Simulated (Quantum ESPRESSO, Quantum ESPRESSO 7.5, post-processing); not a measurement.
**Li(110), 5 layers: vacuum convergence**

Aim: how far one choice must go before the vacuum level and the energy of Li(110), 5 layers stand still, and what it costs.

Program: Quantum ESPRESSO 7.5. Level of theory: plane-wave DFT, PBE, GBRV ultrasoft pseudopotentials. Results are calculated unless marked as measured.

This is a report of a sequence of runs, with most program output left out.

## Step 1: Starting point

The cell holds 5 atoms: 5 Li. Its edges and angles: a = 3.022 Å, b = 3.022 Å, c = 33.871 Å, α = 90.0°, β = 90.0°, γ = 70.5°. It derives from Li. Vacuum lies along c.

As a file:

```cif
data_structure
_symmetry_space_group_name_H-M 'P 1'
_symmetry_Int_Tables_number 1
_cell_length_a 3.0224
_cell_length_b 3.0224
_cell_length_c 33.8712
_cell_angle_alpha 90.000
_cell_angle_beta 90.000
_cell_angle_gamma 70.529
_cell_volume 291.72
loop_
_atom_site_label
_atom_site_type_symbol
_atom_site_fract_x
_atom_site_fract_y
_atom_site_fract_z
_atom_site_occupancy
Li1 Li 0.00000 0.00000 0.35428 1
Li2 Li 0.50000 0.50000 0.42714 1
Li3 Li 0.00000 0.00000 0.50000 1
Li4 Li 0.50000 0.50000 0.57286 1
Li5 Li 0.00000 0.00000 0.64572 1
```

## Step 2: SCF with pw.x: 24 Å of vacuum

The first run is the reference of the series.

The input, c0.in:

```
&control
  prefix = 'c0'
  outdir = './out'
  pseudo_dir = './pseudo'
  calculation = 'scf'
  tprnfor = .true.
/
&system
  ibrav = 0
  nat = 5
  ntyp = 1
  ecutwfc = 40
  ecutrho = 200
  occupations = 'smearing'
  smearing = 'mv'
  degauss = 0.02
/
&electrons
  conv_thr = 1e-07
  mixing_beta = 0.4
  electron_maxstep = 120
  mixing_mode = 'local-TF'
/
ATOMIC_SPECIES
  Li  6.9400  li_pbe_v1.4.uspp.F.UPF
CELL_PARAMETERS angstrom
  2.46780266634105 -1.74500000000000 0.00000000000000
  2.46780266634105 1.74500000000000 0.00000000000000
  0.00000000000000 0.00000000000000 33.87121066536420
ATOMIC_POSITIONS crystal
  Li  0.000000000000 0.000000000000 0.354283173358
  Li  0.500000000000 0.500000000000 0.427141586679
  Li  0.000000000000 0.000000000000 0.500000000000
  Li  0.500000000000 0.500000000000 0.572858413321
  Li  0.000000000000 0.000000000000 0.645716826642
K_POINTS automatic
  8 8 1 0 0 0
```

On the command line:

```console
> OMP_NUM_THREADS=1 mpirun -n 4 pw.x -nk 4 -in c0.in > c0.out
```

Wall time 25 s (4 MPI ranks of Arm Neoverse V1, shared host); peak memory 0.47 GiB; 98 s of CPU time.

Read from the output:

| Item | Value |
| --- | --- |
| free energy | -983.9699 eV |
| Fermi energy | -1.683 eV |

The program's own clock; routines nest. Time by routine:

| routine | wall time (s) | calls |
| --- | --- | --- |
| PWSCF | 24.1 | 1 |
| electrons | 22.94 | 1 |
| c_bands | 12.85 | 14 |
| cegterg | 11.96 | 84 |
| h_psi | 10.48 | 550 |
| fftw | 10.09 | 6638 |
| vloc_psi | 9.22 | 550 |
| mix_rho | 6.49 | 14 |
| ffts | 4.2 | 1628 |
| sum_band | 2.38 | 14 |
| v_of_rho | 0.96 | 15 |
| init_run | 0.93 | 1 |
| calbec | 0.82 | 658 |
| wfcinit | 0.68 | 1 |

The run needed 14 iterations to bring the estimated error under 1e-07 Ry; the largest force on any atom, held or free, is 0.09 eV/Å.

## Step 3: Electrostatic potential

plot_num = 11 writes the bare and Hartree potential. It leaves out exchange and correlation, which fade slowly, so it flattens close to the surface.

The input, c0.pot.in:

```
&inputpp
  prefix = 'c0'
  outdir = './out'
  filplot = 'c0.pot.dat'
  plot_num = 11
/
```

On the command line:

```console
> OMP_NUM_THREADS=1 mpirun -n 4 pp.x -in c0.pot.in > c0.pot.out
```

The job ended after 0.79 s (4 MPI ranks; peak memory 0.09 GiB; 2.8 s of CPU time).

Numbers from this step:

* potential in the middle of the vacuum, over the Fermi level: 3.253 eV

The potential energy, planar mean oscillates, so the rows of the table below give means over windows of 2.48 Å about each position, cut where the curve ends. Its maxima inside the range that stand out by 2 % of the span (Å: eV): 13.2: 1.85, 15.7: 1.88, 18.2: 1.88, 20.7: 1.85. Its minima: 12.0: -2.74, 14.5: -2.45, 16.9: -2.39, 19.4: -2.45, 21.9: -2.74.

Electrostatic potential energy of an electron; zero at the Fermi level. Potential energy, planar mean against z; means over each step:

| z (Å) | potential energy, planar mean (eV) |
| --- | --- |
| 1.24 | 3.25 |
| 3.72 | 3.25 |
| 6.20 | 3.25 |
| 8.68 | 3.19 |
| 11.16 | 0.171 |
| 13.64 | -0.193 |
| 16.12 | -0.136 |
| 18.60 | -0.158 |
| 21.08 | -0.293 |
| 23.56 | 2.03 |
| 26.04 | 3.24 |
| 28.52 | 3.25 |
| 31.00 | 3.25 |
| 33.48 | 3.25 |

Inside the slab this potential holds the local part of the pseudopotentials, which can be repulsive at the nuclei; only its value in the vacuum has a meaning of its own.

## Step 4: Ground state: 18 Å of vacuum

The input, c2.in:

```
&control
  prefix = 'c2'
  outdir = './out'
  pseudo_dir = './pseudo'
  calculation = 'scf'
  tprnfor = .true.
/
&system
  ibrav = 0
  nat = 5
  ntyp = 1
  ecutwfc = 40
  ecutrho = 200
  occupations = 'smearing'
  smearing = 'mv'
  degauss = 0.02
/
&electrons
  conv_thr = 1e-07
  mixing_beta = 0.4
  electron_maxstep = 120
  mixing_mode = 'local-TF'
/
ATOMIC_SPECIES
  Li  6.9400  li_pbe_v1.4.uspp.F.UPF
CELL_PARAMETERS angstrom
  2.46780266634105 -1.74500000000000 0.00000000000000
  2.46780266634105 1.74500000000000 0.00000000000000
  0.00000000000000 0.00000000000000 27.87121066536420
ATOMIC_POSITIONS crystal
  Li  0.000000000000 0.000000000000 0.322913852149
  Li  0.500000000000 0.500000000000 0.411456926074
  Li  0.000000000000 0.000000000000 0.500000000000
  Li  0.500000000000 0.500000000000 0.588543073926
  Li  0.000000000000 0.000000000000 0.677086147851
K_POINTS automatic
  8 8 1 0 0 0
```

On the command line:

```console
> OMP_NUM_THREADS=1 mpirun -n 4 pw.x -nk 4 -in c2.in > c2.out
```

Wall time 17 s (4 MPI ranks); peak memory 0.41 GiB; 68 s of CPU time.

Read from the output:

```
Fermi energy : -1.345 eV
```

The program's own clock; routines nest. Time by routine:

| routine | wall time (s) | calls |
| --- | --- | --- |
| PWSCF | 16.58 | 1 |
| electrons | 15.6 | 1 |
| c_bands | 8.98 | 13 |
| cegterg | 8.34 | 78 |
| h_psi | 7.37 | 371 |
| fftw | 7.09 | 6100 |
| vloc_psi | 6.49 | 371 |
| mix_rho | 4.04 | 13 |
| ffts | 2.59 | 1293 |
| sum_band | 1.71 | 13 |
| init_run | 0.77 | 1 |
| v_of_rho | 0.7 | 14 |
| calbec | 0.6 | 473 |
| wfcinit | 0.54 | 1 |

## Step 5: Potential by pp.x

The input, c2.pot.in:

```
&inputpp
  prefix = 'c2'
  outdir = './out'
  filplot = 'c2.pot.dat'
  plot_num = 11
/
```

On the command line:

```console
> OMP_NUM_THREADS=1 mpirun -n 4 pp.x -in c2.pot.in > c2.pot.out
```

Elapsed: 0.77 s, on 4 MPI ranks; peak memory 0.1 GiB; 2.7 s of CPU time.

Read from the output:

* potential in the middle of the vacuum, over the Fermi level: 3.252 eV

Counted from each run's own zero (the Fermi level), the vacuum level differs from the first run's by -0 meV.

## Step 6: Ground state: 14 Å of vacuum

The input, c4.in:

```
&control
  prefix = 'c4'
  outdir = './out'
  pseudo_dir = './pseudo'
  calculation = 'scf'
  tprnfor = .true.
/
&system
  ibrav = 0
  nat = 5
  ntyp = 1
  ecutwfc = 40
  ecutrho = 200
  occupations = 'smearing'
  smearing = 'mv'
  degauss = 0.02
/
&electrons
  conv_thr = 1e-07
  mixing_beta = 0.4
  electron_maxstep = 120
  mixing_mode = 'local-TF'
/
ATOMIC_SPECIES
  Li  6.9400  li_pbe_v1.4.uspp.F.UPF
CELL_PARAMETERS angstrom
  2.46780266634105 -1.74500000000000 0.00000000000000
  2.46780266634105 1.74500000000000 0.00000000000000
  0.00000000000000 0.00000000000000 23.87121066536420
ATOMIC_POSITIONS crystal
  Li  0.000000000000 0.000000000000 0.293240259077
  Li  0.500000000000 0.500000000000 0.396620129539
  Li  0.000000000000 0.000000000000 0.500000000000
  Li  0.500000000000 0.500000000000 0.603379870461
  Li  0.000000000000 0.000000000000 0.706759740923
K_POINTS automatic
  8 8 1 0 0 0
```

On the command line:

```console
> OMP_NUM_THREADS=1 mpirun -n 4 pw.x -nk 4 -in c4.in > c4.out
```

The job ended after 15 s (4 MPI ranks; peak memory 0.38 GiB; 60 s of CPU time).

Read from the output:

```
Fermi energy : -1.026 eV
```

The program's own clock; routines nest. Time by routine:

| routine | wall time (s) | calls |
| --- | --- | --- |
| PWSCF | 14.54 | 1 |
| electrons | 13.7 | 1 |
| c_bands | 7.43 | 13 |
| cegterg | 6.7 | 78 |
| h_psi | 5.86 | 403 |
| fftw | 5.56 | 5968 |
| vloc_psi | 5.12 | 403 |
| mix_rho | 4.04 | 13 |
| ffts | 2.58 | 1503 |
| sum_band | 1.39 | 13 |
| v_of_rho | 0.67 | 14 |
| init_run | 0.66 | 1 |
| calbec | 0.5 | 505 |
| wfcinit | 0.44 | 1 |

## Step 7: Potential by pp.x

The input, c4.pot.in:

```
&inputpp
  prefix = 'c4'
  outdir = './out'
  filplot = 'c4.pot.dat'
  plot_num = 11
/
```

On the command line:

```console
> OMP_NUM_THREADS=1 mpirun -n 4 pp.x -in c4.pot.in > c4.pot.out
```

Run time: 0.75 s. Hardware: 4 MPI ranks; peak memory 0.1 GiB; 2.6 s of CPU time.

This step gave:

* potential in the middle of the vacuum, over the Fermi level: 3.253 eV

Counted from each run's own zero (the Fermi level), the vacuum level differs from the first run's by +1 meV.

## Step 8: Self-consistent run: 12 Å of vacuum

The input, c6.in:

```
&control
  prefix = 'c6'
  outdir = './out'
  pseudo_dir = './pseudo'
  calculation = 'scf'
  tprnfor = .true.
/
&system
  ibrav = 0
  nat = 5
  ntyp = 1
  ecutwfc = 40
  ecutrho = 200
  occupations = 'smearing'
  smearing = 'mv'
  degauss = 0.02
/
&electrons
  conv_thr = 1e-07
  mixing_beta = 0.4
  electron_maxstep = 120
  mixing_mode = 'local-TF'
/
ATOMIC_SPECIES
  Li  6.9400  li_pbe_v1.4.uspp.F.UPF
CELL_PARAMETERS angstrom
  2.46780266634105 -1.74500000000000 0.00000000000000
  2.46780266634105 1.74500000000000 0.00000000000000
  0.00000000000000 0.00000000000000 21.87121066536420
ATOMIC_POSITIONS crystal
  Li  0.000000000000 0.000000000000 0.274333236134
  Li  0.500000000000 0.500000000000 0.387166618067
  Li  0.000000000000 0.000000000000 0.500000000000
  Li  0.500000000000 0.500000000000 0.612833381933
  Li  0.000000000000 0.000000000000 0.725666763866
K_POINTS automatic
  8 8 1 0 0 0
```

On the command line:

```console
> OMP_NUM_THREADS=1 mpirun -n 4 pw.x -nk 4 -in c6.in > c6.out
```

It took 13 s on 4 MPI ranks; peak memory 0.35 GiB.

Numbers from this step:

```
free energy  : -983.9700 eV
Fermi energy : -0.8239 eV
```

The program's own clock; routines nest. Time by routine:

| routine | wall time (s) | calls |
| --- | --- | --- |
| PWSCF | 12.18 | 1 |
| electrons | 11.39 | 1 |
| c_bands | 6.27 | 12 |
| cegterg | 5.77 | 72 |
| h_psi | 5.13 | 324 |
| fftw | 4.92 | 5542 |
| vloc_psi | 4.52 | 324 |
| mix_rho | 3.24 | 12 |
| ffts | 2.03 | 1360 |
| sum_band | 1.21 | 12 |
| init_run | 0.62 | 1 |
| v_of_rho | 0.53 | 13 |
| calbec | 0.43 | 420 |
| wfcinit | 0.41 | 1 |

## Step 9: Potential by pp.x

The input, c6.pot.in:

```
&inputpp
  prefix = 'c6'
  outdir = './out'
  filplot = 'c6.pot.dat'
  plot_num = 11
/
```

On the command line:

```console
> OMP_NUM_THREADS=1 mpirun -n 4 pp.x -in c6.pot.in > c6.pot.out
```

The job ended after 0.73 s (4 MPI ranks; peak memory 0.1 GiB).

This step gave:

| Quantity | Value |
| --- | --- |
| potential in the middle of the vacuum, over the Fermi level | 3.257 eV |

Counted from each run's own zero (the Fermi level), the vacuum level differs from the first run's by +5 meV.

## Step 10: Self-consistent run: 10 Å of vacuum

The input, c8.in:

```
&control
  prefix = 'c8'
  outdir = './out'
  pseudo_dir = './pseudo'
  calculation = 'scf'
  tprnfor = .true.
/
&system
  ibrav = 0
  nat = 5
  ntyp = 1
  ecutwfc = 40
  ecutrho = 200
  occupations = 'smearing'
  smearing = 'mv'
  degauss = 0.02
/
&electrons
  conv_thr = 1e-07
  mixing_beta = 0.4
  electron_maxstep = 120
  mixing_mode = 'local-TF'
/
ATOMIC_SPECIES
  Li  6.9400  li_pbe_v1.4.uspp.F.UPF
CELL_PARAMETERS angstrom
  2.46780266634105 -1.74500000000000 0.00000000000000
  2.46780266634105 1.74500000000000 0.00000000000000
  0.00000000000000 0.00000000000000 19.87121066536420
ATOMIC_POSITIONS crystal
  Li  0.000000000000 0.000000000000 0.251620300554
  Li  0.500000000000 0.500000000000 0.375810150277
  Li  0.000000000000 0.000000000000 0.500000000000
  Li  0.500000000000 0.500000000000 0.624189849723
  Li  0.000000000000 0.000000000000 0.748379699446
K_POINTS automatic
  8 8 1 0 0 0
```

On the command line:

```console
> OMP_NUM_THREADS=1 mpirun -n 4 pw.x -nk 4 -in c8.in > c8.out
```

Run time: 9.7 s. Hardware: 4 MPI ranks; peak memory 0.34 GiB.

This step gave:

- free energy: -983.9705 eV
- Fermi energy: -0.584 eV

The program's own clock; routines nest. Time by routine:

| routine | wall time (s) | calls |
| --- | --- | --- |
| PWSCF | 9.17 | 1 |
| electrons | 8.44 | 1 |
| c_bands | 5.13 | 11 |
| cegterg | 4.68 | 66 |
| h_psi | 4.14 | 301 |
| fftw | 3.9 | 5128 |
| vloc_psi | 3.62 | 301 |
| mix_rho | 1.78 | 11 |
| ffts | 1.15 | 807 |
| sum_band | 0.96 | 11 |
| init_run | 0.57 | 1 |
| v_of_rho | 0.46 | 12 |
| wfcinit | 0.36 | 1 |
| calbec | 0.36 | 391 |

## Step 11: Electrostatic potential

The input, c8.pot.in:

```
&inputpp
  prefix = 'c8'
  outdir = './out'
  filplot = 'c8.pot.dat'
  plot_num = 11
/
```

On the command line:

```console
> OMP_NUM_THREADS=1 mpirun -n 4 pp.x -in c8.pot.in > c8.pot.out
```

Elapsed: 0.73 s, on 4 MPI ranks; peak memory 0.1 GiB; 2.6 s of CPU time.

Read from the output:

| Item | Value |
| --- | --- |
| potential in the middle of the vacuum, over the Fermi level | 3.271 eV |

Counted from each run's own zero (the Fermi level), the vacuum level differs from the first run's by +18 meV.

## Step 12: Ground state: 8 Å of vacuum

The input, c10.in:

```
&control
  prefix = 'c10'
  outdir = './out'
  pseudo_dir = './pseudo'
  calculation = 'scf'
  tprnfor = .true.
/
&system
  ibrav = 0
  nat = 5
  ntyp = 1
  ecutwfc = 40
  ecutrho = 200
  occupations = 'smearing'
  smearing = 'mv'
  degauss = 0.02
/
&electrons
  conv_thr = 1e-07
  mixing_beta = 0.4
  electron_maxstep = 120
  mixing_mode = 'local-TF'
/
ATOMIC_SPECIES
  Li  6.9400  li_pbe_v1.4.uspp.F.UPF
CELL_PARAMETERS angstrom
  2.46780266634105 -1.74500000000000 0.00000000000000
  2.46780266634105 1.74500000000000 0.00000000000000
  0.00000000000000 0.00000000000000 17.87121066536420
ATOMIC_POSITIONS crystal
  Li  0.000000000000 0.000000000000 0.223823672324
  Li  0.500000000000 0.500000000000 0.361911836162
  Li  0.000000000000 0.000000000000 0.500000000000
  Li  0.500000000000 0.500000000000 0.638088163838
  Li  0.000000000000 0.000000000000 0.776176327676
K_POINTS automatic
  8 8 1 0 0 0
```

On the command line:

```console
> OMP_NUM_THREADS=1 mpirun -n 4 pw.x -nk 4 -in c10.in > c10.out
```

It took 8.2 s on 4 MPI ranks; peak memory 0.32 GiB; 32 s of CPU time.

Read from the output:

- free energy: -983.9722 eV
- Fermi energy: -0.3009 eV

The program's own clock; routines nest. Time by routine:

| routine | wall time (s) | calls |
| --- | --- | --- |
| PWSCF | 7.68 | 1 |
| electrons | 7.02 | 1 |
| c_bands | 4.47 | 11 |
| cegterg | 4.06 | 66 |
| h_psi | 3.59 | 277 |
| fftw | 3.4 | 5062 |
| vloc_psi | 3.14 | 277 |
| mix_rho | 1.2 | 11 |
| sum_band | 0.84 | 11 |
| ffts | 0.76 | 631 |
| init_run | 0.5 | 1 |
| v_of_rho | 0.41 | 12 |
| wfcinit | 0.32 | 1 |
| calbec | 0.32 | 367 |

## Step 13: Electrostatic potential

The input, c10.pot.in:

```
&inputpp
  prefix = 'c10'
  outdir = './out'
  filplot = 'c10.pot.dat'
  plot_num = 11
/
```

On the command line:

```console
> OMP_NUM_THREADS=1 mpirun -n 4 pp.x -in c10.pot.in > c10.pot.out
```

The job ended after 0.71 s (4 MPI ranks; peak memory 0.1 GiB).

Read from the output:

* potential in the middle of the vacuum, over the Fermi level: 3.314 eV

Counted from each run's own zero (the Fermi level), the vacuum level differs from the first run's by +62 meV.

## Step 14: The series side by side

All levels:

| level | vacuum level over the Fermi level (eV) | its change from the first (meV) | energy from the first (meV an atom) | SCF iterations | wall time (s) | peak memory (GiB) | CPU time (s) |
| --- | --- | --- | --- | --- | --- | --- | --- |
| 24 Å of vacuum | 3.253 | 0 | 0 | 14 | 24.66 | 0.47 | 98.13 |
| 18 Å of vacuum | 3.252 | -0.4433 | 0.006912 | 13 | 17.12 | 0.41 | 68.11 |
| 14 Å of vacuum | 3.253 | 0.8299 | 0.001469 | 13 | 15.09 | 0.38 | 59.96 |
| 12 Å of vacuum | 3.257 | 4.561 | -0.01494 | 12 | 12.73 | 0.35 | 50.55 |
| 10 Å of vacuum | 3.271 | 18.24 | -0.1021 | 11 | 9.72 | 0.34 | 38.43 |
| 8 Å of vacuum | 3.314 | 61.96 | -0.4533 | 11 | 8.22 | 0.32 | 32.48 |

## Step 15: What came out

```json
{
 "vacuum level over the Fermi level, 24 Å of vacuum": "3.253 eV",
 "cheapest step of the main series that, with all steps before it, keeps the vacuum level within 20 meV of the first": "10 Å of vacuum: +18 meV, 38 s of CPU time against 98 s",
 "setting with the largest shift of the level": "8 Å of vacuum: +62 meV"
}
```

In words: The cheapest step of the main series that, with all steps before it, keeps the vacuum level within 20 meV of the first is 10 Å of vacuum: +18 meV, 38 s of CPU time against 98 s. Over the series the energy moves by up to 0.453 meV an atom and the vacuum level by up to 62 meV. The level is read in the middle of the vacuum, where a short gap still holds the tails of both faces. The times come from a shared host and are rough. Peak memory is sampled during the run and can miss the peak. The geometry is as built, not relaxed.

[Logs are printed without paths, hosts, clocks, repeated set-up lines and the standing remarks that a program may print on its own settings, such as how far it seeks lower states.]

[Hosts, paths, dates, database ids (printed as entryN), source tags and the programs' standing remarks are cut or masked in the printed files.]

[Maps of the electrostatic potential energy from Ansatz leave out the sawtooth potential of an applied field or a dipole correction, so their vacuum need not be flat; planar profiles and work functions include it.]
